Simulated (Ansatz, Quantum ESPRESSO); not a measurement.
# Ba: work function by face, part 6 of 7

Wanted: work functions of Ba face by face, under two functionals.

Quantum ESPRESSO 7.5; plane-wave DFT, PBE, GBRV ultrasoft pseudopotentials; geometry and cross-check by Ansatz 0.2.0 with PAW datasets.

So far. Step 11 (Electrostatic potential of (100)): On (100) the work function under LDA lies +0.17 eV from PBE's. Step 12 (Relaxation with Ansatz of (111)): The relaxation lowers the energy by 7 meV an atom. Held were the atoms numbered 3, 4, 5, 6 and 7; the forces quoted are those on the free ones.

## Step 13: Self-consistent run of (111), PBE

Level of this step: plane-wave DFT, PBE, GBRV ultrasoft pseudopotentials (Quantum ESPRESSO 7.5).

Input file 111.pbe.in:

```
&control
  prefix = '111.pbe'
  outdir = './out'
  pseudo_dir = './pseudo'
  calculation = 'scf'
  tprnfor = .true.
/
&system
  ibrav = 0
  nat = 9
  ntyp = 1
  ecutwfc = 40
  ecutrho = 200
  occupations = 'smearing'
  smearing = 'mv'
  degauss = 0.02
/
&electrons
  conv_thr = 1e-07
  mixing_beta = 0.4
  electron_maxstep = 120
  mixing_mode = 'local-TF'
/
ATOMIC_SPECIES
  Ba  137.3270  ba_pbe_v1.uspp.F.UPF
CELL_PARAMETERS angstrom
  7.09935208311468 -0.00000000002887 0.00000000000000
  3.54967604158234 6.14821925437285 0.00000000000000
  0.00000000000000 0.00000000000000 27.59319340530000
ATOMIC_POSITIONS crystal
  Ba  0.333333333333 0.333333333333 0.292816392888
  Ba  0.666666666667 0.666666666667 0.351644830479
  Ba  0.000000000000 0.000000000000 0.394963286500
  Ba  0.333333333333 0.333333333333 0.447481643200
  Ba  0.666666666667 0.666666666667 0.500000000000
  Ba  0.000000000000 0.000000000000 0.552518356800
  Ba  0.333333333333 0.333333333333 0.605036713500
  Ba  0.666666666667 0.666666666667 0.648355200468
  Ba  -0.000000000000 0.000000000000 0.707183517467
K_POINTS automatic
  6 6 1 0 0 0
```

Launch:

```
$ OMP_NUM_THREADS=1 mpirun -n 4 pw.x -nk 2 -in 111.pbe.in > 111.pbe.out
```

The log of the run:

```text
[banner, memory and clock lines left out]
Program PWSCF v.7.5 starts

          URL

     Message from routine setup:
     using ibrav=0 with symmetry is DISCOURAGED, use correct ibrav instead

     bravais-lattice index     =            0
     lattice parameter (alat)  =      13.4158  a.u.
     unit-cell volume          =    8127.6806 (a.u.)^3
     number of atoms/cell      =            9
     number of atomic types    =            1
     number of electrons       =        90.00
     number of Kohn-Sham states=           54
     kinetic-energy cutoff     =      40.0000  Ry
     charge density cutoff     =     200.0000  Ry
     scf convergence threshold =      1.0E-07
     mixing beta               =       0.4000
     number of iterations used =            8  local-TF  mixing
     Exchange-correlation= SLA  PW   PBE  PBE
                           (   1   4   3   4   0   0   0)

     celldm(1)=  13.415831  celldm(2)=   0.000000  celldm(3)=   0.000000
     celldm(4)=   0.000000  celldm(5)=   0.000000  celldm(6)=   0.000000

     crystal axes: (cart. coord. in units of alat)
               a(1) = (   1.000000  -0.000000   0.000000 )
               a(2) = (   0.500000   0.866025   0.000000 )
               a(3) = (   0.000000   0.000000   3.886720 )

     reciprocal axes: (cart. coord. in units 2 pi/alat)
               b(1) = (  1.000000 -0.577350  0.000000 )
               b(2) = (  0.000000  1.154701 -0.000000 )
               b(3) = ( -0.000000  0.000000  0.257286 )

     PseudoPot. # 1 for Ba read from file:
     ./pseudo/ba_pbe_v1.uspp.F.UPF
     Pseudo is Ultrasoft + core correction, Zval = 10.0
     Generated by new atomic code, or converted to UPF format
     Using radial grid of  907 points,  7 beta functions with:
                l(1) =   0
                l(2) =   0
                l(3) =   1
                l(4) =   1
                l(5) =   2
                l(6) =   2
                l(7) =   3
     Q(r) pseudized with  6 coefficients,  rinner =    1.700   1.700   1.700
                                                       1.700   1.700   1.700
                                                       1.700

     atomic species   valence    mass     pseudopotential
     Ba               10.00   137.32700     Ba( 1.00)

     12 Sym. Ops., with inversion, found ( 6 have fractional translation)

   Cartesian axes

     site n.     atom                  positions (alat units)
         1        Ba     tau(   1) = (   0.5000000   0.2886751   1.1380953  )
         2        Ba     tau(   2) = (   1.0000000   0.5773503   1.3667450  )
         3        Ba     tau(   3) = (   0.0000000   0.0000000   1.5351117  )
         4        Ba     tau(   4) = (   0.5000000   0.2886751   1.7392358  )
         5        Ba     tau(   5) = (   1.0000000   0.5773503   1.9433600  )
         6        Ba     tau(   6) = (   0.0000000   0.0000000   2.1474841  )
         7        Ba     tau(   7) = (   0.5000000   0.2886751   2.3516083  )
         8        Ba     tau(   8) = (   1.0000000   0.5773503   2.5199751  )
         9        Ba     tau(   9) = (   0.0000000   0.0000000   2.7486243  )

     number of k points=     7  Marzari-Vanderbilt smearing, width (Ry)=  0.0200
                       cart. coord. in units 2pi/alat
        k(    1) = (   0.0000000   0.0000000   0.0000000), wk =   0.0555556
        k(    2) = (   0.0000000   0.1924501   0.0000000), wk =   0.3333333
        k(    3) = (   0.0000000   0.3849002   0.0000000), wk =   0.3333333
        k(    4) = (  -0.0000000  -0.5773503   0.0000000), wk =   0.1666667
        k(    5) = (   0.1666667   0.2886751   0.0000000), wk =   0.3333333
        k(    6) = (   0.1666667  -0.6735753   0.0000000), wk =   0.6666667
        k(    7) = (   0.3333333  -0.5773503   0.0000000), wk =   0.1111111

     Dense  grid:   387949 G-vectors     FFT dimensions: (  72,  72, 240)

     Smooth grid:   277613 G-vectors     FFT dimensions: (  60,  60, 216)

     Initial potential from superposition of free atoms

     starting charge      89.8650, renormalised to      90.0000

     negative rho (up, down):  8.586E-01 0.000E+00
     Starting wfcs are  117 randomized atomic wfcs

     per-process dynamical memory:   228.2 Mb

     Self-consistent Calculation

     iteration #  1     ecut=    40.00 Ry     beta= 0.40
     Davidson diagonalization with overlap
     ethr =  1.00E-02,  avg # of iterations =  2.0

     negative rho (up, down):  8.370E-01 0.000E+00

     total energy              =    -632.45080880 Ry
     estimated scf accuracy    <       2.14210343 Ry

     iteration #  2     ecut=    40.00 Ry     beta= 0.40
     Davidson diagonalization with overlap
     ethr =  2.38E-03,  avg # of iterations =  1.0

     negative rho (up, down):  7.558E-01 0.000E+00

     total energy              =    -632.14371821 Ry
     estimated scf accuracy    <       1.57077838 Ry

     iteration #  3     ecut=    40.00 Ry     beta= 0.40
     Davidson diagonalization with overlap
     ethr =  1.75E-03,  avg # of iterations =  5.0

     negative rho (up, down):  8.378E-01 0.000E+00

     total energy              =    -632.16349598 Ry
     estimated scf accuracy    <       1.43772709 Ry

     iteration #  4     ecut=    40.00 Ry     beta= 0.40
     Davidson diagonalization with overlap
     ethr =  1.60E-03,  avg # of iterations =  3.1

     negative rho (up, down):  8.244E-01 0.000E+00

     total energy              =    -632.40366578 Ry
     estimated scf accuracy    <       1.02886211 Ry

     iteration #  5     ecut=    40.00 Ry     beta= 0.40
     Davidson diagonalization with overlap
     ethr =  1.14E-03,  avg # of iterations =  1.1

     negative rho (up, down):  8.096E-01 0.000E+00

     total energy              =    -632.35659147 Ry
     estimated scf accuracy    <       0.84579405 Ry

     iteration #  6     ecut=    40.00 Ry     beta= 0.40
     Davidson diagonalization with overlap
     ethr =  9.40E-04,  avg # of iterations =  1.0

     negative rho (up, down):  8.131E-01 0.000E+00

     total energy              =    -632.34315236 Ry
     estimated scf accuracy    <       0.36599333 Ry

     iteration #  7     ecut=    40.00 Ry     beta= 0.40
     Davidson diagonalization with overlap
     ethr =  4.07E-04,  avg # of iterations =  1.4

     negative rho (up, down):  8.232E-01 0.000E+00

     total energy              =    -632.33857090 Ry
     estimated scf accuracy    <       0.07413820 Ry

     iteration #  8     ecut=    40.00 Ry     beta= 0.40
     Davidson diagonalization with overlap
     ethr =  8.24E-05,  avg # of iterations =  8.1

[...]
estimated scf accuracy    <       0.03168871 Ry

     iteration # 13     ecut=    40.00 Ry     beta= 0.40
     Davidson diagonalization with overlap
     ethr =  1.03E-05,  avg # of iterations =  4.3

     negative rho (up, down):  8.014E-01 0.000E+00

     total energy              =    -632.34832888 Ry
     estimated scf accuracy    <       0.00203100 Ry

     iteration # 14     ecut=    40.00 Ry     beta= 0.40
     Davidson diagonalization with overlap
     ethr =  2.26E-06,  avg # of iterations =  2.9

     negative rho (up, down):  8.014E-01 0.000E+00

     total energy              =    -632.34791927 Ry
     estimated scf accuracy    <       0.00468393 Ry

     iteration # 15     ecut=    40.00 Ry     beta= 0.40
     Davidson diagonalization with overlap
     ethr =  2.26E-06,  avg # of iterations =  8.4

     negative rho (up, down):  8.017E-01 0.000E+00

     total energy              =    -632.34825763 Ry
     estimated scf accuracy    <       0.00011354 Ry

     iteration # 16     ecut=    40.00 Ry     beta= 0.40
     Davidson diagonalization with overlap
     ethr =  1.26E-07,  avg # of iterations =  5.4

     negative rho (up, down):  8.015E-01 0.000E+00

     total energy              =    -632.34827040 Ry
     estimated scf accuracy    <       0.00003317 Ry

     iteration # 17     ecut=    40.00 Ry     beta= 0.40
     Davidson diagonalization with overlap
     ethr =  3.69E-08,  avg # of iterations =  3.6

     negative rho (up, down):  8.024E-01 0.000E+00

     total energy              =    -632.34827132 Ry
     estimated scf accuracy    <       0.00000904 Ry

     iteration # 18     ecut=    40.00 Ry     beta= 0.40
     Davidson diagonalization with overlap
     ethr =  1.00E-08,  avg # of iterations =  5.3

     negative rho (up, down):  8.024E-01 0.000E+00

     total energy              =    -632.34827268 Ry
     estimated scf accuracy    <       0.00000091 Ry

     iteration # 19     ecut=    40.00 Ry     beta= 0.40
     Davidson diagonalization with overlap
     ethr =  1.01E-09,  avg # of iterations =  5.0

     negative rho (up, down):  8.023E-01 0.000E+00

     total energy              =    -632.34827276 Ry
     estimated scf accuracy    <       0.00000036 Ry

     iteration # 20     ecut=    40.00 Ry     beta= 0.40
     Davidson diagonalization with overlap
     ethr =  3.99E-10,  avg # of iterations =  4.1

     negative rho (up, down):  8.023E-01 0.000E+00

     End of self-consistent calculation

          k = 0.0000 0.0000 0.0000 ( 34875 PWs)   bands (ev):

   -28.1349 -28.1348 -27.4561 -27.4553 -27.2517 -27.2492 -27.2056 -27.1235
   -27.1211 -13.3012 -13.3006 -13.2694 -13.2694 -13.2693 -13.2693 -12.7761
   -12.6903 -12.6580 -12.6580 -12.6561 -12.6561 -12.4864 -12.4864 -12.4821
   -12.4805 -12.4493 -12.4493 -12.3869 -12.3869 -12.3245 -12.2898 -12.2535
   -12.2518 -12.2518 -12.1788 -12.1788  -0.9468  -0.4134   0.4142   1.1833
     1.1833   1.2593   1.5415   1.5415   1.8375   1.8597   1.9533   1.9547
     1.9547   2.0280   2.0281   2.2022   2.2023   2.2637

          k = 0.0000 0.1925 0.0000 ( 34757 PWs)   bands (ev):

   -28.1348 -28.1347 -27.4558 -27.4550 -27.2514 -27.2493 -27.2048 -27.1239
   -27.1222 -13.3023 -13.3017 -13.2706 -13.2705 -13.2695 -13.2694 -12.7796
   -12.6958 -12.6686 -12.6604 -12.6550 -12.6499 -12.5079 -12.4970 -12.4916
   -12.4622 -12.4305 -12.4226 -12.3859 -12.3787 -12.3267 -12.2827 -12.2658
   -12.2488 -12.2363 -12.2010 -12.1795  -0.7799  -0.2711   0.4946   1.2069
     1.2543   1.2789   1.3851   1.5202   1.6264   1.6285   1.7978   1.9717
     1.9805   2.0519   2.0650   2.1733   2.2036   2.3090

          k = 0.0000 0.3849 0.0000 ( 34720 PWs)   bands (ev):

   -28.1347 -28.1346 -27.4552 -27.4545 -27.2509 -27.2497 -27.2031 -27.1252
   -27.1243 -13.3044 -13.3040 -13.2731 -13.2729 -13.2694 -13.2693 -12.7864
   -12.7008 -12.6863 -12.6700 -12.6456 -12.6401 -12.5315 -12.5064 -12.4954
   -12.4313 -12.4084 -12.4014 -12.3895 -12.3608 -12.3438 -12.2744 -12.2596
   -12.2431 -12.2421 -12.2182 -12.1815  -0.3178   0.1240   0.6987   1.0147
     1.0391   1.1125   1.3072   1.3755   1.5401   1.6374   1.8019   1.8675
     2.0282   2.0588   2.1695   2.1817   2.2222   2.3643

          k =-0.0000-0.5774 0.0000 ( 34646 PWs)   bands (ev):

   -28.1347 -28.1346 -27.4549 -27.4542 -27.2506 -27.2499 -27.2022 -27.1263
   -27.1250 -13.3054 -13.3051 -13.2743 -13.2742 -13.2693 -13.2691 -12.7896
   -12.7006 -12.6944 -12.6745 -12.6426 -12.6353 -12.5308 -12.5094 -12.4948
   -12.4276 -12.4152 -12.4006 -12.3752 -12.3525 -12.3515 -12.2805 -12.2560
   -12.2492 -12.2383 -12.2103 -12.1829   0.3153   0.3497   0.6427   0.6760
     0.8403   0.9227   1.2125   1.3875   1.5923   1.8485   1.8709   1.9486
     2.0735   2.0922   2.1881   2.2733   2.3489   2.3664

          k = 0.1667 0.2887 0.0000 ( 34757 PWs)   bands (ev):

   -28.1347 -28.1347 -27.4553 -27.4546 -27.2511 -27.2496 -27.2036 -27.1247
   -27.1240 -13.3039 -13.3034 -13.2728 -13.2727 -13.2690 -13.2689 -12.7851
   -12.7022 -12.6762 -12.6722 -12.6433 -12.6416 -12.5311 -12.5282 -12.4584
   -12.4522 -12.4144 -12.3982 -12.3936 -12.3719 -12.3300 -12.2796 -12.2612
   -12.2533 -12.2281 -12.2103 -12.1882  -0.4673  -0.0015   0.6487   1.1292
     1.1446   1.2034   1.3610   1.3749   1.4309   1.6739   1.7626   1.7911
     2.0190   2.1209   2.1711   2.1745   2.3062   2.3693

          k = 0.1667-0.6736 0.0000 ( 34689 PWs)   bands (ev):

   -28.1347 -28.1346 -27.4549 -27.4542 -27.2506 -27.2499 -27.2022 -27.1260
   -27.1253 -13.3055 -13.3052 -13.2749 -13.2749 -13.2683 -13.2681 -12.7907
   -12.7044 -12.6867 -12.6797 -12.6311 -12.6295 -12.5422 -12.5379 -12.4637
   -12.4446 -12.4277 -12.3836 -12.3777 -12.3606 -12.3387 -12.2805 -12.2600
   -12.2484 -12.2189 -12.2122 -12.1937   0.0734   0.4667   0.6885   0.8580
     0.8825   1.0049   1.2207   1.2997   1.4804   1.7072   1.8137   1.9834
     2.0366   2.1330   2.1901   2.3342   2.3642   2.3781

          k = 0.3333-0.5774 0.0000 ( 34770 PWs)   bands (ev):

   -28.1347 -28.1346 -27.4548 -27.4541 -27.2503 -27.2502 -27.2016 -27.1261
   -27.1261 -13.3060 -13.3059 -13.2760 -13.2759 -13.2673 -13.2671 -12.7934
   -12.7049 -12.6855 -12.6855 -12.6189 -12.6188 -12.5466 -12.5466 -12.4869
   -12.4612 -12.4006 -12.4005 -12.3596 -12.3596 -12.3393 -12.2642 -12.2642
   -12.2496 -12.2091 -12.2091 -12.2067   0.5327   0.5346   0.5346   0.9383
     0.9384   0.9425   1.1775   1.2024   1.2024   1.7848   1.7848   2.0361
     2.1090   2.1817   2.1817   2.4160   2.4457   2.4644

     the Fermi energy is     1.5989 ev

!    total energy              =    -632.34827279 Ry
     estimated scf accuracy    <       0.00000001 Ry
     smearing contrib. (-TS)   =       0.00345075 Ry
     internal energy E=F+TS    =    -632.35172355 Ry

     The total energy is F=E-TS. E is the sum of the following terms:
     one-electron contribution =   -1766.99546541 Ry
     hartree contribution      =     887.96487269 Ry
     xc contribution           =    -248.23498062 Ry
     ewald contribution        =     494.91384979 Ry

     convergence has been achieved in  20 iterations

     negative rho (up, down):  8.023E-01 0.000E+00

     Forces acting on atoms (cartesian axes, Ry/au):

     atom    1 type  1   force =     0.00000000    0.00000000   -0.00060591
     atom    2 type  1   force =     0.00000000    0.00000000    0.00033391
     atom    3 type  1   force =    -0.00000000   -0.00000000   -0.00535132
     atom    4 type  1   force =    -0.00000000    0.00000000   -0.00204290
     atom    5 type  1   force =     0.00000000    0.00000000    0.00000000
     atom    6 type  1   force =    -0.00000000    0.00000000    0.00204290
     atom    7 type  1   force =     0.00000000    0.00000000    0.00535132
     atom    8 type  1   force =     0.00000000    0.00000000   -0.00033391
     atom    9 type  1   force =     0.00000000    0.00000000    0.00060591

     Total force =     0.008159     Total SCF correction =     0.000102

     XML data file, charge density, pseudopotentials, collected wavefunctions

                                        0.00s GPU  (     398 calls)
```

The job ended after 3.5 min (4 MPI ranks of Arm Neoverse V2, shared host; peak memory 3.1 GiB; 14 min of CPU time).

Read from the output:

| Property | Result |
| --- | --- |
| free energy | -8603.5365 eV |
| Fermi energy | 1.599 eV |

## Step 14: Electrostatic potential of (111)

Input file 111.pbe.pot.in:

```
&inputpp
  prefix = '111.pbe'
  outdir = './out'
  filplot = '111.pbe.pot.dat'
  plot_num = 11
/
```

Launch:

```
$ OMP_NUM_THREADS=1 mpirun -n 4 pp.x -in 111.pbe.pot.in > 111.pbe.pot.out
```

The log of the run:

```text
[banner, memory and clock lines left out]
Program POST-PROC v.7.5 starts

          URL

     ./out/111.pbe.save/

     IMPORTANT: XC functional enforced from input :
     Exchange-correlation= PBE
                           (   1   4   3   4   0   0   0)
     Any further DFT definition will be discarded
     Please, verify this is what you really want

     negative rho (up, down):  8.023E-01 0.000E+00

     Calling punch_plot, plot_num =  11
     Writing data to file  111.pbe.pot.dat
     Message from routine chdens:
     namelist plot not found or invalid, exiting
```

Elapsed: 1.9 s, on 4 MPI ranks; peak memory 0.58 GiB.

Read from the output:

```
work function of the upper face                                       : 2.379 eV
slope of the potential above                                          : 0.002834 eV/Å
upper vacuum line continued to the top atoms, over the Fermi level    : 2.364 eV
work function of the lower face                                       : 2.379 eV
slope of the potential below                                          : -0.002143 eV/Å
lower vacuum line continued to the bottom atoms, over the Fermi level : 2.367 eV
```

Electrostatic potential energy of an electron; zero at the Fermi level. The potential energy, planar mean by z:

```csv
z (Å),"potential energy, planar mean (eV)"
0,2.38
1,2.38
2,2.38
3,2.38
4,2.37
5,2.32
6,2.07
7,0.826
8,-1.60
9,-2.00
10,-2.72
11,-2.30
12,-2.08
13,-2.21
14,-2.07
15,-2.02
16,-2.26
17,-2.74
18,-2.25
19,-1.94
20,-0.939
21,1.59
22,2.21
23,2.35
24,2.37
25,2.38
26,2.38
27,2.38
```

(Continued in part 7 of 7.)

[Logs are printed without paths, hosts, clocks, repeated set-up lines and the standing remarks that a program may print on its own settings, such as how far it seeks lower states.]

[Hosts, paths, dates, database ids (printed as entryN), source tags and the programs' standing remarks are cut or masked in the printed files.]

[Maps of the electrostatic potential energy from Ansatz leave out the sawtooth potential of an applied field or a dipole correction, so their vacuum need not be flat; planar profiles and work functions include it.]
